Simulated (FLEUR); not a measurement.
Computed results, one entry a study.

### MnS (Alabandite): parallel and opposed starts

The structure is cubic, space group Fm-3m (No. 225). Conventional cell: a = 5.224 Å, b = 5.224 Å, c = 5.224 Å, α = 90.00°, β = 90.00°, γ = 90.00°. Nearest to Mn lie 6 S at 2.61 Å. Nearest to S lie 6 Mn at 2.61 Å. Farther neighbours and most contacts between anions are not listed.

```xyz
4
Lattice="0.0000 2.6118 2.6118 2.6118 0.0000 2.6118 5.2236 5.2236 0.0000" Properties=species:S:1:pos:R:3 pbc="T T T"
Mn    0.0000    0.0000    0.0000
Mn    2.6118    2.6118    0.0000
S     2.6118    2.6118    2.6118
S     5.2236    5.2236    2.6118
```

- method: PBE with U = 4 eV on Mn d; all-electron FLAPW, Dirac cores, scalar-relativistic bands
- program: FLEUR MaX-R8.1
- settings of one run: kmax 3.95 1/bohr, gmax 11.9 1/bohr, muffin tin radii Mn: 2.8, S: 1.9 bohr, lmax Mn: [10, 8], S: [8, 6], hist occupations, smearing width 0.05 eV, mixer Anderson, mixing 0.05, max iterations 120, stop 0.0001 me/bohr³, collinear spin, 8×8×4 k-mesh, double counting FLL, mesh matched on, starting moments 4.5 -4.5 0 0 μB
- cost: 4 runs, 2.3 min in all on 4 MPI ranks of Intel Xeon 6975P-C (Granite Rapids), shared host (the runs of this entry)
- notes: This is the lowest of 4 finished starts, no proof of the ground state.
- lowest state found: antiferromagnetic (initial antiferro q=(0,0,1/2) +-)
- largest site spin moment: 4.64 μB
- next finished state: antiferromagnetic, 29.6 meV a seeded atom higher
- spinless run over the lowest (under a U no clean measure of the moments): 4879 meV a seeded atom

The lowest state found is antiferromagnetic, reached from the start antiferro q=(0,0,1/2) +-, with moments up to 4.64 μB. The next finished state costs 30 meV a seeded atom.

[Logs and program files are shortened in this print: banners, set-up blocks, solver, clock and traceback lines can be left out without a mark of their own.]

[Logs are printed without paths, hosts, clocks, repeated set-up lines and the standing remarks that a program may print on its own settings, such as how far it seeks lower states.]

[Hosts, paths, dates, database ids (printed as entryN), source tags and the programs' standing remarks are cut or masked in the printed files.]

[Where a cell is said to come from a database of computed structures, the database is the Materials Project.]
